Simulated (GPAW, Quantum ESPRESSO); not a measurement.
# Core-hole calculation of the Zn K edge in MnZn (Pm-3m), part 4 of 4

Do two independent programs agree on the Zn K edge of MnZn (Pm-3m)? The same cell and functional are run with XSpectra and with GPAW.

Quantum ESPRESSO 7.5 and GPAW 26.7.0; core-hole supercells, plane-wave PAW LDA.

So far. Step 8 (The field without a hole (GPAW)): The mesh shows no gap, so the system is treated as a metal and the core electron is put at the Fermi level (neutral cell). Step 9 (Spectrum without a core hole, Zn atom 1 (GPAW)): Main maxima below 30 eV (height): 1.0 eV (0.42), 9.0 eV (1.41) and 14.8 eV (1.37). 

## (11) Spectrum with XCH, Zn atom 1 (GPAW) (continued)

Level of this step: X-ray absorption from dipole matrix elements to empty bands, plane-wave PAW LDA (GPAW).

The Zn K spectrum, Zn atom 1, excited-electron core hole (neutral cell) (energy from the lowest empty level; intensity scaled to a mean of 1 over the first 20 eV):

```csv
E (eV),intensity
-2.0,0.00
-1.0,0.05
0.0,0.30
1.0,0.46
2.0,0.46
3.0,0.59
4.0,0.73
5.0,1.05
6.0,1.43
7.0,1.58
8.0,1.50
9.0,1.33
10.0,1.17
11.0,1.03
12.0,0.96
13.0,1.10
14.0,1.22
15.0,1.14
16.0,1.04
17.0,0.93
18.0,0.81
19.0,0.79
20.0,0.83
21.0,0.84
22.0,0.88
23.0,0.94
24.0,0.97
25.0,0.96
26.0,0.98
27.0,1.05
28.0,1.11
29.0,1.12
30.0,1.09
31.0,1.06
32.0,1.04
```

Main maxima below 30 eV (height): 7.0 eV (1.58), 14.0 eV (1.22) and 28.6 eV (1.13). 

The total-energy difference is 9640.43 eV.

## (12) The two programs side by side

The line shapes differ (Lorentzian half width 0.83 eV up to 4 eV, rising linearly to 1.75 eV at 25 eV (not a setting of the program: the run's 0.83 eV curve was folded afterwards with a further Lorentzian above 4 eV), against Gaussian full width 1.67 eV up to 4 eV, rising linearly to 3.5 eV at 25 eV), so both get a further Gaussian of 1.5 eV full width before they are compared; the Lorentzian tails remain.

```csv
E (eV),XSpectra,GPAW
-2.00,0.11,0.01
-1.25,0.16,0.06
-0.50,0.24,0.18
0.25,0.35,0.33
1.00,0.44,0.43
1.75,0.51,0.47
2.50,0.59,0.53
3.25,0.68,0.63
4.00,0.81,0.76
4.75,0.99,0.98
5.50,1.16,1.23
6.25,1.28,1.44
7.00,1.34,1.54
7.75,1.34,1.51
8.50,1.29,1.41
9.25,1.22,1.29
10.00,1.15,1.18
10.75,1.10,1.07
11.50,1.07,1.01
12.25,1.05,1.02
13.00,1.08,1.10
13.75,1.15,1.17
14.50,1.18,1.17
15.25,1.10,1.11
16.00,1.01,1.04
16.75,0.97,0.95
17.50,0.98,0.87
18.25,0.98,0.82
19.00,0.94,0.80
19.75,0.91,0.82
20.50,0.90,0.84
21.25,0.93,0.85
22.00,0.98,0.88
22.75,1.03,0.92
23.50,1.05,0.95
24.25,1.05,0.96
25.00,1.04,0.97
25.75,1.05,0.98
26.50,1.09,1.02
27.25,1.15,1.06
28.00,1.20,1.10
28.75,1.21,1.12
29.50,1.19,1.10
30.25,1.17,1.08
31.00,1.16,1.06
31.75,1.14,1.04
```

```csv
,XSpectra,GPAW
k mesh of the spectrum,4×4×4,5×5×5
cutoff (eV),844,500
"highest intensity below 24 eV after the common broadening, eV (height)",7.5 (1.35),7.2 (1.54)
"zero, corrected photon energy (eV)",9645.4,9640.4
"core time, hole field and spectrum",48 min,57 min
```

## (13) With and without the hole

XSpectra's curves. Both curves are counted from their own zero, so only the shift of weight within the empty states shows.

```csv
E (eV),no hole,XCH
-2.0,0.08,0.09
-1.0,0.13,0.14
0.0,0.26,0.30
1.0,0.37,0.43
2.0,0.40,0.51
3.0,0.46,0.60
4.0,0.55,0.73
5.0,0.72,1.00
6.0,0.92,1.22
7.0,1.09,1.37
8.0,1.24,1.37
9.0,1.30,1.27
10.0,1.27,1.15
11.0,1.22,1.11
12.0,1.22,1.00
13.0,1.05,1.03
14.0,1.15,1.33
15.0,1.59,1.28
16.0,1.32,0.90
17.0,1.01,0.94
18.0,1.12,1.08
19.0,1.23,0.98
20.0,1.05,0.81
21.0,0.96,0.88
22.0,1.01,0.99
23.0,1.21,1.21
24.0,1.27,1.15
25.0,1.25,1.06
26.0,1.19,1.01
27.0,1.17,1.16
28.0,1.32,1.48
29.0,1.61,1.35
30.0,1.47,1.15
31.0,1.54,1.27
32.0,1.46,1.20
```

With each curve scaled to its own mean, the area from −2 to 6 eV with the hole is 4.4 against 3.4, and the centre of weight from −1 to 20 eV moves by -0.8 eV: the hole pulls the absorber's empty states down.

## (14) Runs not followed above

These runs aren't followed: redraws of a spectrum that repeat one shown, runs with a planted fault or a state judged unsound, or a program's part that gave no sound spectrum.

| program | step | status | elapsed |
| --- | --- | --- | --- |
| Quantum ESPRESSO | no core hole, redrawn | converged | 5 s |
| Quantum ESPRESSO | spectrum with XCH, redrawn | converged | 1.4 s |

## (15) Summary of results

| Quantity | Value |
| --- | --- |
| absorber and edge | Zn K, atom 1 of the ground-state input (counted from 1) |
| surroundings | 8 Mn at 2.66 Å and 6 Zn at 3.07 Å (cube and octahedron, as in bcc, site symmetry m-3m) |
| highest intensity below 24 eV (XSpectra, narrow line) | 14.4 eV above the zero, height 1.41 |
| photon energy of the zero, with the added terms | 9645.4 eV (raw 9676.3 eV; LDA puts this hole about 19 eV below PBE, itself good to a few eV) |

What this shows: The two programs agree closely: 9 % r.m.s. remains over the first 14 eV after a relative shift of 0.0 eV, and their photon-energy zeros differ by 5.0 eV. An offset of the zeros of this size is more than meshes or line shapes can give; the atomic core treatment of the two data sets is the likely place. In XSpectra the Zn K edge of atom 1, with 8 Mn at 2.66 Å and 6 Zn at 3.07 Å (cube and octahedron, as in bcc, site symmetry m-3m), has its highest intensity of the first 24 eV at 14.4 eV above the zero, near 9660 eV in photon energy (LDA puts this hole about 19 eV below PBE, itself good to a few eV), 1.4 times the mean level of the first 20 eV (Lorentzian half width 0.83 eV). In XSpectra: With each curve scaled to its own mean, the area from −2 to 6 eV with the hole is 4.4 against 3.4, and the centre of weight from −1 to 20 eV moves by -0.8 eV: the hole pulls the absorber's empty states down. In GPAW: With each curve scaled to its own mean, the area from −2 to 6 eV with the hole is 4.3 against 3.3, and the centre of weight from −1 to 20 eV moves by -0.8 eV: the hole pulls the absorber's empty states down. 2 further runs of this session are left out of this account as redundant. XSpectra leaves a spike where filled states are cut (about half a line width round xe0); it is interpolated away in tables and plots. The spins start ferromagnetically in a simple order, which needn't be the measured one; gap and edge can depend on it. The holes are only 6.1 Å apart, so the shape is probably not converged with cell size; no larger cell was run here. Lifetime broadening is put in by hand, and intensities beyond about 20 eV depend on it and on the partial waves. The structure is a published determination, not relaxed.

[Banner, clock and machine lines of the logs are left out without a mark of their own.]

[Logs are printed without paths, hosts, clocks, repeated set-up lines and the standing remarks that a program may print on its own settings, such as how far it seeks lower states.]

[Hosts, paths, dates, database ids (printed as entryN), source tags and the programs' standing remarks are cut or masked in the printed files.]

[Lists of maxima count a maximum above −3 eV only where it reaches 4 % of the highest in the window and stands out from its surroundings by 2 % of it (1.5 % where it reaches 55 %); shoulders and weaker maxima are passed over, and of the rest the first, up to two pre-edge ones and the few strongest are named.]
